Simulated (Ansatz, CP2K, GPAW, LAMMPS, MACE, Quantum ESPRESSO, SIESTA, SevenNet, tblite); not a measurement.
# GPAW runs on glassy 70P2O5-10Al2O3-20CaO (mol %) (58 atoms)

Wanted: GPAW inputs and outputs for glassy 70P2O5-10Al2O3-20CaO (mol %) (58 atoms), checked against a plane-wave reference.

Program: GPAW 26.7.0. Level of theory: the method is named at each step. Results are calculated unless marked as measured.

### Step 1. Starting point

The cell holds 58 atoms: 14 P, 2 Al, 2 Ca and 40 O. Cell: a = 9.332 Å, b = 9.332 Å, c = 9.332 Å, α = 90.0°, β = 90.0°, γ = 90.0°. 58 atoms (14 P, 2 Al, 2 Ca, 40 O) placed at random at 2.49 g/cm³, melted at 4000 K for 10 ps at fixed volume with the Morse and Coulomb pair potential with partial charges (Pedone, Malavasi, Menziani, Cormack and Segre, J. Phys. Chem. B 110, 11780 (2006)). Quenched from 4000 K to 300 K at 5 K/ps and fixed volume, held 10 ps at zero pressure.

The yardstick, on the same geometry:

| Property | Result |
| --- | --- |
| method | Kohn-Sham DFT, PBE, PAW, plane waves (Ansatz 0.2.0); cutoff 420 eV, Γ point, fermi-dirac smearing of 0.05 eV; PAW set soft_2 |
| r.m.s. force component | 1.701 eV/Å |
| longest force | 7.519 eV/Å |
| pressure | 1.597 GPa |
| gap (highest filled to lowest empty level) | 0.6959 eV |
| SCF cycles | 10 |
| time | 5.6 s on 4 threads of Arm Neoverse V2, shared host |
| CPU time | 21 s |

### Step 2. PBE, LCAO dzp, h 0.18 Å

Method: Kohn-Sham DFT, PBE, PAW, atomic orbitals (dzp).

Input file run.py:

```python
import numpy as np
from ase.io import read
from gpaw import GPAW, FermiDirac

atoms = read("structure.xyz")
atoms.calc = GPAW(
    mode="lcao",
    basis="dzp",
    h=0.18,
    xc="PBE",
    kpts={"size": (1, 1, 1), "gamma": True},
    occupations=FermiDirac(0.05),
    maxiter=200,
    symmetry={"point_group": False},
    txt="gpaw.txt",
)
energy = atoms.get_potential_energy(force_consistent=True)
forces = atoms.get_forces()
print(f"energy {energy:.6f} eV")
print("forces (eV/A)")
for i, (a, f) in enumerate(zip(atoms, forces)):
    print(f"{i:4d} {a.symbol:2s} {f[0]:10.5f} {f[1]:10.5f} {f[2]:10.5f}")
print(f"Fermi level {atoms.calc.get_fermi_level():.4f} eV")
for k in range(len(atoms.calc.get_ibz_k_points())):
    for s in range(atoms.calc.get_number_of_spins()):
        e = atoms.calc.get_eigenvalues(kpt=k, spin=s)
        n = np.searchsorted(e, atoms.calc.get_fermi_level())
        print(f"k {k} spin {s} levels about the Fermi level:", np.round(e[max(n - 6, 0):n], 4).tolist(), "|", np.round(e[n:n + 6], 4).tolist())
```

Input file structure.xyz:

```xyz
58
Lattice="9.33176 0.00000 0.00000 0.00000 9.33176 0.00000 0.00000 0.00000 9.33176" Properties=species:S:1:pos:R:3 pbc="T T T"
P 8.97099 5.21141 0.39641
P 2.28423 1.99214 0.95623
P 9.13038 2.51314 8.50917
P 4.82265 8.29789 4.67335
P 3.46768 5.52020 4.83926
P 1.68513 8.27914 1.51828
P 5.76451 4.24026 6.63889
P 6.69647 6.98660 1.44138
P 7.65578 8.74022 5.78886
P 5.85904 2.94660 2.65685
P 3.79532 6.03914 1.72722
P 1.77499 2.88967 3.90954
P 2.80466 0.94129 6.01759
P 5.04858 2.43932 9.07822
Al 8.17639 2.48299 4.99165
Al 7.18350 0.17954 8.82635
Ca 9.27745 6.33841 3.77106
Ca 0.94671 7.32823 7.20766
O 3.59301 1.93373 6.88647
O 8.33112 1.40798 9.04957
O 2.23654 6.13199 5.50900
O 0.33342 3.12334 4.16962
O 4.64106 8.43376 3.22095
O 5.78550 2.86840 1.09704
O 7.24863 7.05145 2.80559
O 1.94810 2.53525 2.36280
O 4.47980 4.61885 5.80594
O 3.57509 5.96094 3.23999
O 8.55256 3.77274 9.17835
O 7.51533 8.76066 7.32674
O 2.77695 7.20664 1.30813
O 0.49682 5.68715 8.60388
O 8.70998 7.64747 5.50378
O 0.41293 5.17353 1.68662
O 1.19167 2.37260 9.29079
O 7.70598 5.95357 0.65229
O 0.62541 8.10342 0.54283
O 8.17835 0.76156 5.34327
O 2.63706 4.11036 4.29625
O 5.38265 3.54887 8.06432
O 9.21661 2.65479 7.02066
O 4.41700 6.90466 5.14413
O 6.79436 8.31068 0.72573
O 6.69600 3.27601 5.95002
O 1.83098 0.28919 6.94554
O 5.83058 4.39153 2.96582
O 6.52383 5.49967 6.93686
O 3.67727 2.10702 0.34509
O 4.64666 2.19343 3.14611
O 2.20957 1.68980 4.81453
O 7.08066 2.35142 3.35355
O 3.89517 9.28407 5.44060
O 5.25611 6.40719 1.34415
O 2.20593 0.42021 1.21126
O 5.77356 1.19642 8.58494
O 3.42074 4.78197 1.00671
O 1.22321 8.16268 2.93027
O 6.23016 8.58093 5.20292
```

Launch:

```bash
> OMP_NUM_THREADS=1 python run.py > output.txt
```

The program printed:

```text
energy -366.369717 eV
forces (eV/A)
   0 P     4.89571   -0.29203    0.42251
   1 P    -0.64745   -3.89926    1.13752
   2 P     0.27823    2.12645   -3.00034
   3 P    -2.81638   -0.41107   -3.82343
   4 P     1.56396    1.46541    0.22951
   5 P    -1.97476   -0.24789    2.41366
   6 P     2.92661    3.18012   -0.82612
   7 P     2.15471   -0.69402    1.04248
   8 P     1.71078    0.19184    0.92896
   9 P    -2.90303    0.08320    5.44354
  10 P    -1.74847   -2.85319   -0.97849
  11 P     4.10390    0.79259    1.54396
  12 P     4.13737    1.72292    6.16708
  13 P     4.60739    0.03966    0.87965
  14 Al   -3.54652    0.15286   -0.32646
  15 Al   -1.22082   -1.11603    0.55845
  16 Ca    0.17365    0.23344   -1.39054
  17 Ca    0.51549    0.41517    0.58345
  18 O     0.16283    0.68368   -0.63468
  19 O    -0.62980   -2.50539    2.20315
  20 O    -2.06281    0.04517    0.65975
  21 O    -3.09032    0.95348    0.20096
  22 O     0.41549    0.66146   -1.87618
  23 O     1.04474   -0.23694   -5.90606
[...]
50 O     4.55779   -1.80251    1.19148
  51 O    -0.27765   -0.01244    0.57506
  52 O     0.53763    0.75894   -1.64976
  53 O     2.13577    3.14710   -0.53239
  54 O    -1.18449   -1.15478   -0.49215
  55 O    -0.11577   -0.15736   -0.63543
  56 O    -0.40716    0.00433    2.91562
  57 O     1.61019    0.08033    0.71067
Fermi level 4.1465 eV
k 0 spin 0 levels about the Fermi level: [2.2, 2.2525, 2.5448, 3.0333, 3.4725, 3.9464] | [4.3465, 5.4111, 6.1883, 6.6472, 6.7849, 7.0489]
```

gpaw.txt:

```text
Input parameters:
  mode=LCAO(),
  basis={'default': 'dzp'},
  h=0.18,
  kpts=MonkhorstPack(size=(1, 1, 1), gamma=True),
  maxiter=200,
  occupations=Occupations(name='fermi-dirac', width=0.05, fixmagmom=False),
  symmetry=Symmetry(point_group=False),
  xc=XC(name='PBE')
Unit cell  # Å
| periodic |        x |        y |        z |  lengths |    angles |
|----------|----------|----------|----------|----------|-----------|
|      yes | 9.331760 | 0.000000 | 0.000000 | 9.331760 | 90.000000 |
|      yes | 0.000000 | 9.331760 | 0.000000 | 9.331760 | 90.000000 |
|      yes | 0.000000 | 0.000000 | 9.331760 | 9.331760 | 90.000000 |
Number of symmetries: 1
Symmetry operations  # r_c * U_cc + t_c -> r_c
|   | kind |            matrix            |
|---|------|------------------------------|
| 0 |  E   |  1, 0, 0,  0, 1, 0,  0, 0, 1 |
BZ-sampling:
  Number of BZ points: 1
  Number of IBZ points: 1
  Monkhorst-Pack size: [1, 1, 1]
  Monkhorst-Pack shift: [0, 0, 0]
[... lines left out ...]
density mixing:
  MSR1-Mixer
occupation numbers:
  Fermi-Dirac:
    width: 0.0500  # eV
FastPoissonSolver using
    Stencil: 6*3+1=19 point O(h^6) finite-difference Laplacian
xc functional:
  name: PBE with 2 nearest neighbor stencil
interpolation: tri-quintic # 5. degree polynomial
Initialization done in: 5.723 s
convergence criteria:
- Maximum [total energy] change in last 3 cyles: 0.0005 eV / valence electron
- Maximum integral of absolute [dens]ity change: 0.0001 electrons / valence electron
- Maximum integral of absolute [eigenst]ate change: 4e-08 eV^2 / valence electron
maximum number of iterations: 200
SCF iterations
|iter     |      energy | eigst |  dens |
|---------|-------------|-------|-------|
|iter:   1| -413.671281 |      c|       |
|iter:   2| -402.300330 |      c| -0.81 |
|iter:   3| -366.398794 |      c| -0.86 |
|iter:   4| -366.347925 |      c| -1.49 |
|iter:   5| -366.389042c|      c| -1.81 |
|iter:   6| -366.429726c|      c| -2.17 |
|iter:   7| -366.379295c|      c| -2.46 |
|iter:   8| -366.361554c|      c| -2.77 |
|iter:   9| -366.359708c|      c| -3.28 |
|iter:  10| -366.360675c|      c| -3.70 |
|iter:  11| -366.360713c|      c| -4.22c|
Converged in 11 steps
SCF loop duration: 48.199 s (4.382 s/step)
Energy contributions relative to reference atoms: (reference = -262103.468261)
Energy contributions:
  Kinetic:         354.820947
  Coulomb:        -256.817142
  Zero:              4.078173
  External:          0.000000
  Xc:             -468.433687
  Entropy:          -0.018008
  Spinorbit:         0.000000
  ----------------------------
  Free energy:    -366.369717
  Extrapolated:   -366.360713
dipole moment: (59.963081, 8.855518, 50.241377)  # |e|*Ang
Fermi level: 4.146
Eigenvalues  # (at kpt = [0.000, 0.000, 0.000])
| band index |      eig [eV] | occ [0-2] |
|------------|---------------|-----------|
|          0 |       -37.337 |     2.000 |
|        ... |               |           |
|        160 |         1.884 |     2.000 |
|        161 |         2.119 |     2.000 |
[...]
|        175 |         7.380 |     0.000 |
|        ... |               |           |
|        205 |        10.361 |     0.000 |
Gap: 0.400 eV
Transition (v -> c):
  (s=0, k=0, n=167, [0.00, 0.00, 0.00]) -> (s=0, k=0, n=168, [0.00, 0.00, 0.00])
No difference between direct/indirect transitions
Force computation time: 9.255  # s
timing:  # [seconds]
  Total:  63.200  # ━━━━━━━━━━━━━━━━━━━━━━━━━━━━━━━━━━━━━━━━━━━━━━━━━━━━━━━━━
  Init:    5.722  # ━━━━━
  SCF:    48.199  # ━━━━━━━━━━━━━━━━━━━━━━━━━━━━━━━━━━━━━━━━━━━╸
  Forces:  9.256  # ━━━━━━━━╸
```

Elapsed: 66 s, on 1 thread of Arm Neoverse V2, shared host; peak memory 1 GiB.

Banners, paths, timers and routine set-up lines are dropped from the logs unmarked, and long logs keep their key lines alone; longer cuts are marked.

Numbers from this run, and their distance from the reference:

| Item | Value |
| --- | --- |
| r.m.s. force component | 1.942 eV/Å |
| r.m.s. difference of force components | 570.8 meV/Å |
| longest difference of force vectors | 1793 meV/Å |
| force difference over r.m.s. force | 33.55 % |
| slope of forces against the reference's | 1.095 |
| correlation of force components | 0.9595 |
| gap (highest filled to lowest empty level) | 0.4001 eV |
| gap difference | -0.2958 eV |

This run lies far from the reference in forces at the same functional.

Length of the force difference by element (eV/Å):

| element | atoms | mean | most |
| --- | --- | --- | --- |
| Al | 2 | 0.26 | 0.37 |
| Ca | 2 | 0.16 | 0.18 |
| O | 40 | 1.1 | 1.8 |
| P | 14 | 0.36 | 0.83 |

Levels nearest the highest filled one (eV from it): -1.75, -1.69, -1.40, -0.91, -0.47, 0.00, 0.40, 1.46, 2.24, 2.70, 2.84, 3.10.

A closer look about O23, which has 1 bonded neighbour where the commonest count for O is 2: 12 atoms, nearest first, numbered in the order of the input, with positions taken from that point.

```csv
atom,x,y,z,distance (Å),bonds,Fx,Fy,Fz (eV/Å)
O23,0.00,0.00,0.00,0.00,1,0.42,0.66,-1.88
P4,0.18,-0.14,1.45,1.47,4,-2.82,-0.41,-3.82
O42,-0.22,-1.53,1.92,2.47,2,1.11,-2.01,2.60
O52,-0.75,0.85,2.22,2.49,2,-0.28,-0.01,0.58
O58,1.59,0.15,1.98,2.54,2,1.61,0.08,0.71
O28,-1.07,-2.47,0.02,2.69,2,-0.52,-0.03,2.13
O53,0.62,-2.03,-1.88,2.83,2,0.54,0.76,-1.65
O31,-1.86,-1.23,-1.91,2.94,2,3.22,-0.72,-1.82
P11,-0.85,-2.39,-1.49,2.95,4,-1.75,-2.85,-0.98
O25,2.61,-1.38,-0.42,2.98,2,1.03,-0.11,2.64
P8,2.06,-1.45,-1.78,3.08,4,2.15,-0.69,1.04
O49,0.01,3.09,-0.07,3.09,1,-1.88,-1.38,-0.12
```

Atoms are counted from 1 here, from 0 in the log.

Forces lie 34 % from the reference's, at 3.1 times its CPU time (on 1 against 4 cores).

The difference per atom is largest on O (1.1 eV/Å on average, against 0.36 on P).

### Step 3. revPBE, LCAO dzp, h 0.18 Å

Method: Kohn-Sham DFT, revPBE, PAW, atomic orbitals (dzp).

run.py, as its differences from that of step 2:

```diff
@@ -9,3 +9,3 @@
     h=0.18,
-    xc="PBE",
+    xc="revPBE",
     kpts={"size": (1, 1, 1), "gamma": True},
```

structure.xyz is that of step 2.

The program printed:

```text
energy -348.581881 eV
forces (eV/A)
   0 P     4.93616   -0.30405    0.44560
   1 P    -0.66271   -3.92926    1.13956
   2 P     0.29239    2.15284   -3.01392
   3 P    -2.83312   -0.39886   -3.85119
   4 P     1.58019    1.46646    0.24488
   5 P    -1.99903   -0.23410    2.42099
   6 P     2.92274    3.20370   -0.82275
   7 P     2.16154   -0.70398    1.04252
   8 P     1.69854    0.18690    0.91989
   9 P    -2.94179    0.08405    5.48315
  10 P    -1.75785   -2.87138   -1.01680
  11 P     4.14226    0.78329    1.55876
  12 P     4.16102    1.71726    6.21670
  13 P     4.63197    0.04577    0.90243
  14 Al   -3.57760    0.19209   -0.32419
  15 Al   -1.24054   -1.14543    0.59228
  16 Ca    0.17487    0.14978   -1.37603
  17 Ca    0.56161    0.43165    0.62148
  18 O     0.19138    0.75145   -0.61123
  19 O    -0.61082   -2.53923    2.29368
  20 O    -2.14215    0.04834    0.72075
  21 O    -3.16676    1.02821    0.17790
  22 O     0.41574    0.72754   -1.98973
  23 O     1.10414   -0.21953   -5.98407
[...]
50 O     4.69359   -1.90048    1.17174
  51 O    -0.26586   -0.01582    0.60903
  52 O     0.53993    0.75967   -1.73983
  53 O     2.20010    3.15690   -0.54261
  54 O    -1.24138   -1.23440   -0.55523
  55 O    -0.15447   -0.20168   -0.72972
  56 O    -0.43244    0.07186    3.05440
  57 O     1.63510    0.09924    0.71982
Fermi level 4.3051 eV
k 0 spin 0 levels about the Fermi level: [2.3361, 2.3838, 2.6853, 3.1876, 3.6298, 4.1026] | [4.5077, 5.5704, 6.3474, 6.8854, 6.9828, 7.2192]
```

gpaw.txt:

```text
Input parameters:
  mode=LCAO(),
  basis={'default': 'dzp'},
  h=0.18,
  kpts=MonkhorstPack(size=(1, 1, 1), gamma=True),
  maxiter=200,
  occupations=Occupations(name='fermi-dirac', width=0.05, fixmagmom=False),
  symmetry=Symmetry(point_group=False),
  xc=XC(name='revPBE')
Unit cell  # Å
| periodic |        x |        y |        z |  lengths |    angles |
[... lines left out ...]
  Fermi-Dirac:
[... lines left out ...]
convergence criteria:
- Maximum [total energy] change in last 3 cyles: 0.0005 eV / valence electron
[... lines left out ...]
Converged in 11 steps
[... lines left out ...]
  Free energy:    -348.581881
  Extrapolated:   -348.573224
dipole moment: (60.032933, 8.858963, 50.364420)  # |e|*Ang
Fermi level: 4.305
Eigenvalues  # (at kpt = [0.000, 0.000, 0.000])
| band index |      eig [eV] | occ [0-2] |
|------------|---------------|-----------|
|          0 |       -37.379 |     2.000 |
|        ... |               |           |
|        160 |         2.029 |     2.000 |
|        161 |         2.264 |     2.000 |
[...]
|        175 |         7.565 |     0.000 |
|        ... |               |           |
|        205 |        10.581 |     0.000 |
Gap: 0.405 eV
Transition (v -> c):
  (s=0, k=0, n=167, [0.00, 0.00, 0.00]) -> (s=0, k=0, n=168, [0.00, 0.00, 0.00])
No difference between direct/indirect transitions
Force computation time: 9.173  # s
timing:  # [seconds]
  Total:  62.852  # ━━━━━━━━━━━━━━━━━━━━━━━━━━━━━━━━━━━━━━━━━━━━━━━━━━━━━━━━━
  Init:    5.659  # ━━━━━
  SCF:    48.000  # ━━━━━━━━━━━━━━━━━━━━━━━━━━━━━━━━━━━━━━━━━━━╸
  Forces:  9.173  # ━━━━━━━━╸
```

Run time: 64 s. Hardware: 1 thread; peak memory 1 GiB.

Against the reference:

```
r.m.s. force component                           : 1.976 eV/Å
r.m.s. difference of force components            : 612.5 meV/Å
longest difference of force vectors              : 1920 meV/Å
force difference over r.m.s. force               : 36 %
slope of forces against the reference's          : 1.11
correlation of force components                  : 0.9554
gap (highest filled to lowest empty level) : 0.4051 eV
gap difference                                   : -0.2908 eV
```

Against the first run (34 %), the force difference from the reference is 36 %, at 0.99 times the CPU time; the model has changed, so this is no error of the program alone.

The difference per atom is largest on O (1.1 eV/Å on average, against 0.37 on P).

### Step 4. PBE, LCAO dzp, h 0.22 Å

Method: Kohn-Sham DFT, PBE, PAW, atomic orbitals (dzp).

run.py, as its differences from that of step 3:

```diff
@@ -8,4 +8,4 @@
     basis="dzp",
-    h=0.18,
-    xc="revPBE",
+    h=0.22,
+    xc="PBE",
     kpts={"size": (1, 1, 1), "gamma": True},
```

structure.xyz is that of step 3.

The program printed:

```text
energy -359.128117 eV
forces (eV/A)
   0 P     4.88747   -0.29171    0.44002
   1 P    -0.66114   -3.91432    1.15461
   2 P     0.28373    2.13758   -3.02053
   3 P    -2.81066   -0.41647   -3.82230
   4 P     1.55562    1.46041    0.22590
   5 P    -1.97200   -0.25056    2.40372
[...]
55 O     0.06220   -0.19596   -0.82790
  56 O    -0.63773    0.01590    2.77804
  57 O     1.75928    0.19853    0.65116
Fermi level 4.1502 eV
k 0 spin 0 levels about the Fermi level: [2.2048, 2.2577, 2.5485, 3.0389, 3.4784, 3.9498] | [4.3505, 5.4153, 6.1933, 6.6491, 6.7879, 7.0544]
```

gpaw.txt:

```text
Input parameters:
  mode=LCAO(),
  basis={'default': 'dzp'},
  h=0.22,
  kpts=MonkhorstPack(size=(1, 1, 1), gamma=True),
  maxiter=200,
  occupations=Occupations(name='fermi-dirac', width=0.05, fixmagmom=False),
[... lines left out ...]
  Fermi-Dirac:
[... lines left out ...]
convergence criteria:
- Maximum [total energy] change in last 3 cyles: 0.0005 eV / valence electron
[... lines left out ...]
Converged in 11 steps
[... lines left out ...]
  Free energy:    -359.128117
[... lines left out ...]
Fermi level: 4.150
[... lines left out ...]
|        ... |               |           |
|        205 |        10.366 |     0.000 |
Gap: 0.401 eV
Transition (v -> c):
  (s=0, k=0, n=167, [0.00, 0.00, 0.00]) -> (s=0, k=0, n=168, [0.00, 0.00, 0.00])
No difference between direct/indirect transitions
Force computation time: 6.289  # s
timing:  # [seconds]
  Total:  44.500  # ━━━━━━━━━━━━━━━━━━━━━━━━━━━━━━━━━━━━━━━━━━━━━━━━━━━━━━━━━
  Init:    4.901  # ━━━━━━╸
  SCF:    33.288  # ━━━━━━━━━━━━━━━━━━━━━━━━━━━━━━━━━━━━━━━━━━╸
  Forces:  6.289  # ━━━━━━━━
```

The job ended after 46 s (1 thread; peak memory 0.69 GiB).

Compared with the plane-wave run:

```yaml
r_m_s_force_component: 1.94 eV/Å
r_m_s_difference_of_force_components: 577.4 meV/Å
longest_difference_of_force_vectors: 1832 meV/Å
force_difference_over_r_m_s_force: 33.94 %
slope_of_forces_against_the_reference_s: 1.093
correlation_of_force_components: 0.9582
spacing_of_highest_filled_and_lowest_empty_level: 0.4007 eV
gap_difference: -0.2952 eV
energy_less_the_same_level_run_s: 124.9 meV/atom
r_m_s_force_difference_from_the_same_level_run: 96.84 meV/Å
```

This is a coarse setting, run to see what it loses.

Against the first run (34 %), the force difference from the reference is 34 %, at 0.71 times the CPU time: the change moves forces by 97 meV/Å r.m.s., so most of the difference comes from elsewhere.

The difference per atom is largest on O (1.1 eV/Å on average, against 0.36 on P). The forces add up to 1.0 eV/Å instead of zero, usually a sign of too coarse a grid.

### Step 5. The ladder

Differences are against the plane-wave reference, forces as r.m.s. over components; share is that over the reference's r.m.s. force, slope the least-squares factor from reference forces to these. Total energies of different programs have different zeros and aren't compared.

```
                                  run  Δ force, r.m.s. (meV/Å)  share (%)  slope  Δ gap (eV)  cores  CPU time  memory (GiB)
                            reference                        -          -      -           -      4      21 s          0.85
         GPAW PBE, LCAO dzp, h 0.18 Å                      571       33.6  1.095      -0.296      1      64 s             1
      GPAW revPBE, LCAO dzp, h 0.18 Å                      613       36.0  1.110      -0.291      1      64 s           1.0
GPAW PBE, LCAO dzp, h 0.22 Å (coarse)                      577       33.9  1.093      -0.295      1      46 s          0.69
```

Rows marked coarse were listed beforehand as settings not expected to be converged; some can still land near the reference.

CPU time is summed over cores on a shared host, where runs went side by side, so it is rough. Symmetry, cutoffs, thresholds, outputs and thread counts weren't matched or tuned between programs; memory under MPI is the largest rank's times the ranks.

Within one program, basis, potentials and functional, energies share a zero. Each run against its twin at the usual cutoff or grid and solver:

| run | twin | Δ energy (meV/atom) | Δ force, r.m.s. (meV/Å) | CPU time over the twin's |
| --- | --- | --- | --- | --- |
| GPAW PBE, LCAO dzp, h 0.22 Å | LCAO dzp, h 0.18 Å | 125 | 96.8 | 0.71 |

### Step 6. Results

| Quantity | Value |
| --- | --- |
| nearest in forces | a tie at 34 % of 2 runs: GPAW PBE, LCAO dzp, h 0.18 Å; GPAW PBE, LCAO dzp, h 0.22 Å (coarse) |

What this shows: The PBE run in local orbitals, coarse settings apart, differs by 34 % (GPAW PBE, LCAO dzp, h 0.18 Å); basis, grid and potentials can all enter. Rows with another functional or a dispersion term differ by 36 % (GPAW revPBE, LCAO dzp, h 0.18 Å), which mixes the change of model with differences of basis and potentials. Runs with settings chosen to be coarse differ by 34 % (GPAW PBE, LCAO dzp, h 0.22 Å), their programs' other errors included. None of the electronic-structure runs in the table takes under half the reference's CPU time of 21 s; they take 2.2 to 3.1 times as much. At the same functional, the gap of these runs lies 0.30 eV below the reference's 0.696 eV. The quench rate of 5 K/ps is many orders above laboratory rates, so the cell is likely richer in defects and strain than a real sample. The network of bonds at the start is that of the classical potential that made the cell, and needn't be the one that DFT or experiment would give. The reference's stress is far from hydrostatic: its diagonal is 2.5, 2.9, -0.6 GPa, compression counted positive. The electronic-structure runs sample only Γ, in a cell whose shortest periodic width is 9 Å.

[Also dropped from logs without a mark: logging warnings of Python, and SIESTA's first energy breakdown and zero terms.]

[Logs are printed without paths, hosts, clocks, repeated set-up lines and the standing remarks that a program may print on its own settings, such as how far it seeks lower states.]

[Hosts, paths, dates, database ids (printed as entryN), source tags and the programs' standing remarks are cut or masked in the printed files.]
